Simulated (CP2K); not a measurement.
Consider 5-methylpyrimidine at its PBE geometry (Å).

```xyz
13

C     1.9098    0.0684    0.2122
C     0.4188    0.0126    0.0387
C    -0.2779   -1.1904   -0.1305
N    -1.6125   -1.2583   -0.2692
C    -2.2576   -0.0802   -0.2371
N    -1.7127    1.1405   -0.0934
C    -0.3773    1.1652    0.0410
H     2.3203    1.0080   -0.1799
H     2.4041   -0.7658   -0.3025
H     2.1868    0.0082    1.2758
H     0.2616   -2.1429   -0.1613
H    -3.3444   -0.1186   -0.3446
H     0.0811    2.1534    0.1508
```

Method: CP2K XAS_TDP, all-electron GAPW, PBEh(45%), aug-cc-pVDZ, TDA, no relativity.

**Question.** Where do the C K-edge lines lie, and how strong are they?

Leading lines: C1 284.84 eV, C2 281.66 eV, C3 281.49 eV and C5 282.04 eV. The leading line of an atom is its first one with 35 % of the strongest within 2.5 eV of its lowest line over the strength cut. 

The first six lines of each atom with a strength over 0.0015:

| atom | energy (eV) | states | strength, one atom |
| --- | --- | --- | --- |
| C1 (bonded to C and 3 H) | 283.57 | 1 | 0.0020 |
|  | 284.04 | 1 | 0.0060 |
|  | 284.84 | 1 | 0.0210 |
|  | 285.00 | 1 | 0.0205 |
|  | 286.02 | 1 | 0.0028 |
|  | 286.06 | 1 | 0.0065 |
| C2 (bonded to 3 C) | 281.66 | 1 | 0.0529 |
|  | 285.93 | 1 | 0.0045 |
|  | 286.39 | 1 | 0.0026 |
|  | 287.18 | 1 | 0.0027 |
|  | 287.33 | 1 | 0.0030 |
|  | 287.81 | 1 | 0.0084 |
| C3 (bonded to C, N and H), 2 alike | 281.49 | 1 | 0.0568 |
|  | 285.55 | 1 | 0.0122 |
|  | 286.41 | 1 | 0.0057 |
|  | 287.13 | 1 | 0.0020 |
|  | 287.66 | 1 | 0.0027 |
|  | 287.81 | 1 | 0.0036 |
| C5 (bonded to 2 N and H) | 282.04 | 1 | 0.0611 |
|  | 286.17 | 1 | 0.0114 |
|  | 286.83 | 1 | 0.0032 |
|  | 288.01 | 1 | 0.0042 |
|  | 288.64 | 1 | 0.0022 |
|  | 288.85 | 1 | 0.0104 |

Lines are vertical, at one geometry, with no vibrational structure. Without a correction of the core level, line positions, and the gaps between valence and Rydberg lines, follow the share of exact exchange. At this level such K lines come out 3 to 6 eV under measured ones. These values hold no scalar relativity, about 0.1 eV for C 1s. Rydberg lines, and the discretised continuum above threshold, depend on the basis and the box.

[Banner, clock and machine lines of the logs are left out without a mark of their own.]

[Logs are printed without paths, hosts, clocks, repeated set-up lines and the standing remarks that a program may print on its own settings, such as how far it seeks lower states.]

[Hosts, paths, dates, database ids (printed as entryN), source tags and the programs' standing remarks are cut or masked in the printed files.]
